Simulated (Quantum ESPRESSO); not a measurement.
## SrO (Fm-3m): phonons by linear response

Wanted: phonon bands, density of states and zone-centre response of SrO (Fm-3m).

Method: DFT LDA, scalar-relativistic, plane waves, PseudoDojo norm-conserving pseudopotentials, in Quantum ESPRESSO 7.5.

The database entry behind the starting cell differs from later determinations by our own check (about 0.5 % short), so it need not match the best structure at ambient conditions.

## (1) Starting point

It takes space group Fm-3m (No. 225, cubic). The conventional cell has a = 5.133 Å, b = 5.133 Å, c = 5.133 Å, α = 90.00°, β = 90.00°, γ = 90.00°. Sr has 6 O at 2.57 Å nearest. Nearest to O lie 6 Sr at 2.57 Å. Farther neighbours and most contacts between anions are not listed.

As a file:

```
CELL_PARAMETERS angstrom
-2.56630 0.00000 2.56630
0.00000 2.56630 2.56630
-2.56630 2.56630 0.00000
ATOMIC_POSITIONS crystal
Sr 0.50000 0.50000 0.50000
O 0.00000 0.00000 0.00000
```

## (2) A first look

A cheap run with smearing and empty bands tells whether the crystal has a gap, which decides between fixed occupations and smearing later on.

Input file probe.in:

```
&CONTROL
  calculation = 'scf'
  prefix      = 'x'
  outdir      = './tmp'
  pseudo_dir  = './pseudo'
  tprnfor     = .true.
  tstress     = .true.
  verbosity   = 'high'
/
&SYSTEM
  ibrav       = 2
  celldm(1)   = 9.69920831
  nat         = 2
  ntyp        = 2
  ecutwfc     = 84.0
  occupations = 'smearing'
  smearing    = 'gaussian'
  degauss     = 0.01
/
&ELECTRONS
  conv_thr         = 1.0d-07
  mixing_beta      = 0.7
  electron_maxstep = 100
/
ATOMIC_SPECIES
 Sr     87.6200  Sr.upf
 O      15.9990  O.upf
ATOMIC_POSITIONS crystal
 Sr     0.500000000   0.500000000   0.500000000
 O      0.000000000   0.000000000   0.000000000
K_POINTS automatic
 6 6 6 0 0 0
```

The run is started by

```sh
> OMP_NUM_THREADS=1 mpirun -n 4 pw.x -nk 4 -in probe.in > probe.out
```

The log of the run:

```text
[banners, grids, parts of the stress and lines that vanish by symmetry left out]
Program PWSCF v.7.5
     bravais-lattice index     =            2
     lattice parameter (alat)  =       9.6992  a.u.
[...]
kinetic-energy cutoff     =      84.0000  Ry
     charge density cutoff     =     336.0000  Ry
     scf convergence threshold =      1.0E-07
[...]
Exchange-correlation= SLA  PW   NOGX NOGC
                           (   1   4   0   0   0   0   0)
[...]
48 Sym. Ops., with inversion, found
[...]
(     0          1          0      )
                  (     0          0          1      )
[...]
(  0.0000000  1.0000000  0.0000000 )
                  (  0.0000000  0.0000000  1.0000000 )
[...]
(     1          0         -1      )
                  (     0          0         -1      )
[...]
(  0.0000000 -1.0000000  0.0000000 )
[...]
(     0          1         -1      )
                  (     0          1          0      )
[...]
( -1.0000000  0.0000000  0.0000000 )
                  (  0.0000000  1.0000000  0.0000000 )
[...]
number of k points=    16  Gaussian smearing, width (Ry)=  0.0100
[...]
End of self-consistent calculation
[...]
the Fermi energy is     8.6801 ev
!    total energy              =    -101.81951969 Ry
[...]
convergence has been achieved in   9 iterations
[...]
atom    1 type  1   force =     0.00000000    0.00000000   -0.00000000
     atom    2 type  2   force =    -0.00000000    0.00000000    0.00000000
[...]
Total force =     0.000000     Total SCF correction =     0.000000
[...]
total   stress  (Ry/bohr**3)                   (kbar)     P=      -40.37
[...]
XML data file, charge density, pseudopotentials, collected wavefunctions

   JOB DONE.
```

Wall time 3.6 s (4 MPI ranks of Intel Xeon Platinum 8488C (Sapphire Rapids), shared host).

Read from the output:

| Quantity | Value |
| --- | --- |
| volume per atom | 16.90 Å³ |
| pressure | -4.037 GPa |
| gap on the k-mesh | 3.163 eV |

A gap of 3.2 eV opens on this mesh, so the crystal is taken as an insulator; the start stands at -4.0 GPa.

## (3) Relaxing the cell and atoms

The relaxation runs at a cutoff a fifth above that of the response, since stress converges more slowly with the basis than frequencies do. Forces and stress are brought to rest with tight thresholds.

Input file relax.in:

```
&CONTROL
  calculation   = 'vc-relax'
  prefix        = 'x'
  outdir        = './tmp'
  pseudo_dir    = './pseudo'
  tprnfor       = .true.
  tstress       = .true.
  forc_conv_thr = 2.0d-05
  etot_conv_thr = 1.0d-07
  nstep         = 40
/
&SYSTEM
  ibrav       = 2
  celldm(1)   = 9.69920831
  nat         = 2
  ntyp        = 2
  ecutwfc     = 101
  occupations = 'fixed'
  nbnd        = 10
/
&ELECTRONS
  conv_thr         = 1.0d-11
  mixing_beta      = 0.7
  electron_maxstep = 100
/
&IONS
/
&CELL
  press_conv_thr = 0.2
/
ATOMIC_SPECIES
 Sr     87.6200  Sr.upf
 O      15.9990  O.upf
ATOMIC_POSITIONS crystal
 Sr     0.500000000   0.500000000   0.500000000
 O      0.000000000   0.000000000   0.000000000
K_POINTS automatic
 8 8 8 0 0 0
```

The run is started by

```sh
> OMP_NUM_THREADS=1 mpirun -n 4 pw.x -nk 4 -in relax.in > relax.out
```

The log of the run:

```text
[banners, grids, parts of the stress and lines that vanish by symmetry left out]
[banner, memory and clock lines left out]
Program PWSCF v.7.5

[...]
kinetic-energy cutoff     =     101.0000  Ry
     charge density cutoff     =     404.0000  Ry
     scf convergence threshold =      1.0E-11
[...]
energy convergence thresh.=      1.0E-07
     force convergence thresh. =      2.0E-05
     press convergence thresh. =      2.0E-01
     Exchange-correlation= SLA  PW   NOGX NOGC
                           (   1   4   0   0   0   0   0)
[...]
48 Sym. Ops., with inversion, found
[...]
number of k points=    29
[...]
End of self-consistent calculation
[...]
highest occupied, lowest unoccupied level (ev):     7.6744   10.8375
!    total energy              =    -101.81955142 Ry
[...]
convergence has been achieved in  14 iterations
[...]
atom    1 type  1   force =     0.00000000    0.00000000    0.00000000
     atom    2 type  2   force =     0.00000000    0.00000000    0.00000000
     Total force =     0.000000     Total SCF correction =     0.000000
[...]
total   stress  (Ry/bohr**3)                   (kbar)     P=      -40.12
[...]
number of bfgs steps    =   0
[...]
CELL_PARAMETERS (alat=  9.69920831)
[...]
ATOMIC_POSITIONS (crystal)
Sr               0.5000000000        0.5000000000        0.5000000000
O                0.0000000000        0.0000000000        0.0000000000
[...]
New effective cutoffs (rho, wfc):  406.29  102.39
[...]
End of self-consistent calculation
[...]
highest occupied, lowest unoccupied level (ev):     7.9056   11.0543
!    total energy              =    -101.82052863 Ry
[...]
convergence has been achieved in   8 iterations
[...]
atom    1 type  1   force =     0.00000000    0.00000000   -0.00000000
     atom    2 type  2   force =    -0.00000000   -0.00000000    0.00000000
     Total force =     0.000000     Total SCF correction =     0.000000
[...]
total   stress  (Ry/bohr**3)                   (kbar)     P=      -21.57
[...]
number of bfgs steps    =   1
[...]
CELL_PARAMETERS (alat=  9.69920831)
[...]
ATOMIC_POSITIONS (crystal)
Sr               0.5000000000        0.5000000000        0.5000000000
O                0.0000000000        0.0000000000       -0.0000000000
[...]
New effective cutoffs (rho, wfc):  412.66  104.00
[...]
End of self-consistent calculation
[...]
highest occupied, lowest unoccupied level (ev):     8.1750   11.3049
!    total energy              =    -101.82088404 Ry
[...]
convergence has been achieved in  11 iterations
[...]
atom    1 type  1   force =    -0.00000000   -0.00000000   -0.00000000
     atom    2 type  2   force =    -0.00000000   -0.00000000    0.00000000
     Total force =     0.000000     Total SCF correction =     0.000000
[...]
total   stress  (Ry/bohr**3)                   (kbar)     P=        1.79
[...]
number of bfgs steps    =   2
[...]
CELL_PARAMETERS (alat=  9.69920831)
[...]
ATOMIC_POSITIONS (crystal)
[...]
New effective cutoffs (rho, wfc):  412.17  103.87
[...]
End of self-consistent calculation
[...]
highest occupied, lowest unoccupied level (ev):     8.1543   11.2857
!    total energy              =    -101.82088630 Ry
[...]
convergence has been achieved in   6 iterations
[...]
atom    1 type  1   force =     0.00000000    0.00000000   -0.00000000
     atom    2 type  2   force =    -0.00000000   -0.00000000   -0.00000000
     Total force =     0.000000     Total SCF correction =     0.000000
[...]
total   stress  (Ry/bohr**3)                   (kbar)     P=       -0.07
[...]
number of bfgs steps    =   3
[...]
small trust_radius: resetting bfgs history
[...]
CELL_PARAMETERS (alat=  9.69920831)
[...]
ATOMIC_POSITIONS (crystal)
[...]
New effective cutoffs (rho, wfc):  412.18  103.87
[...]
End of self-consistent calculation
[...]
highest occupied, lowest unoccupied level (ev):     8.1547   11.2861
!    total energy              =    -101.82088630 Ry
[...]
convergence has been achieved in   4 iterations
[...]
atom    1 type  1   force =     0.00000000    0.00000000    0.00000000
     atom    2 type  2   force =     0.00000000    0.00000000    0.00000000
     Total force =     0.000000     Total SCF correction =     0.000000
[...]
total   stress  (Ry/bohr**3)                   (kbar)     P=       -0.03
[...]
bfgs converged in   5 scf cycles and   4 bfgs steps
[...]
End of BFGS Geometry Optimization
     Final enthalpy           =    -101.8208863016 Ry
     File ./tmp/x.bfgs deleted, as requested
[...]
CELL_PARAMETERS (alat=  9.69920831)
[...]
ATOMIC_POSITIONS (crystal)
Sr               0.5000000000        0.5000000000        0.5000000000
O                0.0000000000       -0.0000000000        0.0000000000
[...]
Final scf calculation at the relaxed structure.
[...]
kinetic-energy cutoff     =     101.0000  Ry
     charge density cutoff     =     404.0000  Ry
     scf convergence threshold =      1.0E-13
[...]
press convergence thresh. =      2.0E-01
     Exchange-correlation= SLA  PW   NOGX NOGC
                           (   1   4   0   0   0   0   0)
[...]
48 Sym. Ops., with inversion, found
[...]
number of k points=    29
[...]
c_bands:  1 eigenvalues not converged
     c_bands:  1 eigenvalues not converged
[...]
End of self-consistent calculation
[...]
highest occupied, lowest unoccupied level (ev):     8.1547   11.2861
!    total energy              =    -101.82088444 Ry
[...]
convergence has been achieved in  21 iterations
[...]
atom    1 type  1   force =     0.00000000    0.00000000    0.00000000
     atom    2 type  2   force =     0.00000000    0.00000000    0.00000000
     Total force =     0.000000     Total SCF correction =     0.000000
[...]
total   stress  (Ry/bohr**3)                   (kbar)     P=       -0.02
[...]
XML data file, charge density, pseudopotentials, collected wavefunctions
```

Elapsed: 29 s, on 4 MPI ranks.

The steps of the relaxation:

```
step  energy less that of the first step (eV)  largest force (eV/Å)  pressure (GPa)  volume (Å³)
   1                                   0.0000                0.0000           -4.01        33.80
   2                                  -0.0133                0.0000           -2.16        33.12
   3                                  -0.0181                0.0000            0.18        32.35
   4                                  -0.0182                0.0000           -0.01        32.41
   5                                  -0.0182                0.0000            0.00        32.41
   6                                  -0.0181                0.0000            0.00        32.41
```

```
conventional cell, symmetrised  before  after  change
                         a (Å)   5.133  5.061  -1.4 %
                         b (Å)   5.133  5.061  -1.4 %
                         c (Å)   5.133  5.061  -1.4 %
              volume (Å³/atom)   16.90  16.20  -4.1 %
```

Final coordinates:

```cif
data_structure
_symmetry_space_group_name_H-M 'P 1'
_symmetry_Int_Tables_number 1
_cell_length_a 3.5787
_cell_length_b 3.5787
_cell_length_c 3.5787
_cell_angle_alpha 60.000
_cell_angle_beta 60.000
_cell_angle_gamma 60.000
_cell_volume 32.41
loop_
_atom_site_label
_atom_site_type_symbol
_atom_site_fract_x
_atom_site_fract_y
_atom_site_fract_z
_atom_site_occupancy
Sr1 Sr 0.50000 0.50000 0.50000 1
O2 O 0.00000 0.00000 0.00000 1
```

The last row of the table of steps is pw.x's closing run on a basis chosen anew for the final cell, so its energy can jump.

This step gave:

| Property | Result |
| --- | --- |
| volume per atom | 16.20 Å³ |
| pressure | -0.002 GPa |
| gap on the k-mesh | 3.131 eV |

The volume changes by -4.1 % from the cell with which this run began.

## (4) Self-consistent run for the response

The response is built on this ground state, so it is converged far tighter than an energy would need. With a gap, occupations are fixed, which also allows the response to an electric field.

Input file scf.in:

```
&CONTROL
  calculation = 'scf'
  prefix      = 'x'
  outdir      = './tmp'
  pseudo_dir  = './pseudo'
  tprnfor     = .true.
  tstress     = .true.
/
&SYSTEM
  ibrav       = 2
  celldm(1)   = 9.56395399
  nat         = 2
  ntyp        = 2
  ecutwfc     = 84.0
  occupations = 'fixed'
  nbnd        = 10
/
&ELECTRONS
  conv_thr         = 1.0d-12
  mixing_beta      = 0.7
  electron_maxstep = 100
/
ATOMIC_SPECIES
 Sr     87.6200  Sr.upf
 O      15.9990  O.upf
ATOMIC_POSITIONS crystal
 Sr     0.500000000   0.500000000   0.500000000
 O      0.000000000   0.000000000   0.000000000
K_POINTS automatic
 8 8 8 0 0 0
```

The run is started by

```sh
> OMP_NUM_THREADS=1 mpirun -n 4 pw.x -nk 4 -in scf.in > scf.out
```

The log of the run:

```text
[banners, grids, parts of the stress and lines that vanish by symmetry left out]
[banner, memory and clock lines left out]
Program PWSCF v.7.5

[...]
kinetic-energy cutoff     =      84.0000  Ry
     charge density cutoff     =     336.0000  Ry
     scf convergence threshold =      1.0E-12
[...]
Exchange-correlation= SLA  PW   NOGX NOGC
                           (   1   4   0   0   0   0   0)
[...]
48 Sym. Ops., with inversion, found
[...]
number of k points=    29
[...]
End of self-consistent calculation
[...]
highest occupied, lowest unoccupied level (ev):     8.1547   11.2861
!    total energy              =    -101.82086262 Ry
[...]
convergence has been achieved in  14 iterations
[...]
atom    1 type  1   force =     0.00000000    0.00000000   -0.00000000
     atom    2 type  2   force =     0.00000000    0.00000000    0.00000000
     Total force =     0.000000     Total SCF correction =     0.000000
[...]
total   stress  (Ry/bohr**3)                   (kbar)     P=       -0.27
[...]
XML data file, charge density, pseudopotentials, collected wavefunctions
```

It took 5.2 s on 4 MPI ranks; 20 s of CPU time.

This step gave:

```
pressure : -0.02700 GPa
```

The cell stands at -0.027 GPa, close enough for phonons.

[end of part 1 of 3]

[Host names and launcher messages were left out of these logs when they were recorded.]

[Logs are printed without paths, hosts, clocks, repeated set-up lines and the standing remarks that a program may print on its own settings, such as how far it seeks lower states.]

[Hosts, paths, dates, database ids (printed as entryN), source tags and the programs' standing remarks are cut or masked in the printed files.]
